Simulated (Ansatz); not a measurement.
# SbAs (model cell, started as CsCl type): from the cell to its phonons, part 2 of 2

Task: relax SbAs (model cell, started as CsCl type), then find its harmonic phonons.

Ansatz 0.2.0; DFT PBEsol, scalar-relativistic, plane waves, PAW.

So far. Step 4 (Relaxing to small forces for the phonons): The forces vanish by symmetry and the pressure is -0.002 GPa, within the tolerances set. The cell now holds 21.89 Å³/atom. The relaxed cell has a = 3.525 Å (conventional setting).

The structure was built from a prototype and need not be the compound's stable phase.

**5. Response at finite wavevector (continued)**

Phonopy on the run's constants, 17x17x17 mesh, Gaussian sigma 2.0 cm-1. Interpolated from a 4×4×4 q mesh. Table of partial phonon density of states by wavenumber; read off at these points; values in 1/cm⁻¹/cell:

```
wavenumber (cm⁻¹)       As       Sb
           -105.0   8.7e-6        0
           -100.0   6.5e-4        0
            -95.0  0.00226        0
            -90.0  0.00326        0
            -85.0  0.00321   1.0e-5
            -80.0  0.00388   2.1e-5
            -75.0  0.00450   1.3e-4
            -70.0  0.00447  0.00126
            -65.0  0.00439  0.00269
            -60.0  0.00454  0.00279
            -55.0  0.00509  0.00479
            -50.0  0.00562  0.00421
            -45.0  0.00398  0.00477
            -40.0  0.00698  0.00665
            -35.0   0.0126  0.00587
            -30.0   0.0132   0.0119
            -25.0  0.00931   0.0111
            -20.0   0.0151   0.0146
            -15.0  0.00868  0.00874
            -10.0  0.00627  0.00458
             -5.0  0.00278  0.00308
              0.0   1.4e-4   4.5e-4
              5.0  0.00179  0.00507
             10.0  0.00428  0.00801
             15.0  0.00465  0.00970
             20.0   0.0121   0.0167
             23.5   0.0174   0.0214
             25.0   0.0144   0.0184
             30.0   0.0149   0.0251
             35.0   0.0154   0.0271
             40.0   0.0172   0.0228
             45.0   0.0255   0.0237
             50.0   0.0290   0.0245
             55.0   0.0364   0.0376
             55.9   0.0375   0.0388
             60.0   0.0299   0.0365
             65.0   0.0258   0.0288
             70.0   0.0197   0.0255
             75.0   0.0222   0.0302
             80.0   0.0275   0.0363
             85.0   0.0232   0.0306
             90.0   0.0318   0.0285
             93.0   0.0351   0.0257
             95.0   0.0334   0.0247
            100.0   0.0291   0.0184
            105.0   0.0252   0.0140
            110.0   0.0189   0.0128
            115.0   0.0105  0.00473
            120.0  0.00490  0.00119
            125.0   6.3e-4   5.8e-5
            130.0   6.2e-7        0
```

Second derivatives of the energy by pair, one row for each kind of neighbour of each atom listed. Each entry sums the pair over the periodic images of the supercell that the q mesh stands for, and in a polar crystal it holds the long-range dipole part too. Force constants by pair, by row:

```
atom  neighbour  distance (Å)  third of the trace (eV/Å²)  along the pair's line (eV/Å²)
 Sb1     itself             0                       1.685                              –
 Sb1         As         3.052                      0.1032                        -0.1034
 Sb1         Sb         3.525                     -0.1883                        -0.9055
 Sb1         Sb         4.985                      0.0118                         0.0092
 Sb1         As         5.845                     -0.0152                        -0.0594
 Sb1         Sb         6.105                     -0.1581                         -0.407
 Sb1         Sb         7.049                     -0.0409                         0.0029
 As2     itself             0                       1.098                              –
 As2         Sb         3.052                      0.1032                        -0.1034
 As2         As         3.525                     -0.1593                        -0.6795
 As2         As         4.985                      0.0535                         0.0801
 As2         Sb         5.845                     -0.0152                        -0.0594
 As2         As         6.105                     -0.1574                        -0.3794
 As2         As         7.049                     -0.0603                        -0.1184
```

Symmetry leaves 10 wavevectors to solve. The lowest mode among them, the acoustic zeros apart, lies at q = (0, -0.5, -0.5) and is imaginary, 100.3i cm⁻¹, so the energy falls along it.

**6. Another isotope**

An isotope changes the mass and not the force constants, so no new electronic calculation is needed; the shifts show which modes move this element.

The same force constants with the mass of Sb changed from 121.760 to 122.904 u (phonopy, no LO-TO term). Both lists are sorted by frequency; levels can cross, so a row need not hold one and the same mode. Modes under 3 cm⁻¹ are left out. Isotope shifts, by row:

```
          q  rank  natural mass (cm⁻¹)  changed mass (cm⁻¹)
      0 0 0     4                22.26                22.22
      0 0 0     5                22.26                22.22
      0 0 0     6                22.26                22.22
   0 0 0.25     1               -18.38               -18.33
   0 0 0.25     2               -18.38               -18.33
   0 0 0.25     3                40.02                39.93
   0 0 0.25     4                40.02                39.93
   0 0 0.25     5                51.12                51.01
   0 0 0.25     6                81.34                81.13
   0 0 -0.5     1                34.46                 34.3
   0 0 -0.5     2                34.46                 34.3
   0 0 -0.5     3                 49.6                 49.6
   0 0 -0.5     4                 49.6                 49.6
   0 0 -0.5     5                116.9                116.4
   0 0 -0.5     6                122.8                122.8
0 0.25 0.25     1               -36.14               -36.08
0 0.25 0.25     2               -24.26               -24.22
0 0.25 0.25     3                32.72                32.63
0 0.25 0.25     4                45.17                45.02
0 0.25 0.25     5                48.07                47.94
0 0.25 0.25     6                106.8                106.5
```

A mode of this element alone would shift by -0.47 %. The highest zone-centre frequency without the field goes from 22.3 to 22.2 cm⁻¹ (-0.2 %). The product of the frequency ratios over all optical modes at Γ is 0.995; the product rule, (m/m′)^(3k/2) (M′/M)^(3/2) with k = 1 such atoms and M the mass of the cell, gives 0.995.

**7. Outcome**

```json
{"space group after relaxation (within 0.01 Å)": "Pm-3m", "volume per atom": "21.9 Å³", "electronic character": "no gap on this mesh", "highest optical mode at the zone centre (no LO-TO term)": "22.3 cm⁻¹", "lowest optical zone-centre mode": "22.3 cm⁻¹", "lowest mode on the q mesh (acoustic modes at Γ apart)": "-100 cm⁻¹", "highest frequency on the path or at a solved wavevector": "124 cm⁻¹", "imaginary modes on the 4×4×4 q mesh": "yes"}
```

What this shows: Modes are clearly imaginary (beyond 10i cm⁻¹) at 4 of the 10 irreducible wavevectors, most at q = (0, -0.5, -0.5) (100.3i cm⁻¹), so this structure is not a minimum of the energy. The optical modes at Γ form one degenerate level at 22 cm⁻¹. With no gap, or one that is small against the smearing, the frequencies hang on the k mesh and the smearing, most of all near Kohn anomalies. Spin-orbit coupling is left out, which can matter for the heavy elements here. A phonon run warned that its eigensolver left some bands unconverged in a pass. The starting cell was built on a prototype and not taken from a measurement, so the phase need not exist. These are harmonic frequencies at zero temperature: anharmonic shifts, linewidths and thermal expansion are left out.

[Logs are printed without paths, hosts, clocks, repeated set-up lines and the standing remarks that a program may print on its own settings, such as how far it seeks lower states.]

[Hosts, paths, dates, database ids (printed as entryN), source tags and the programs' standing remarks are cut or masked in the printed files.]
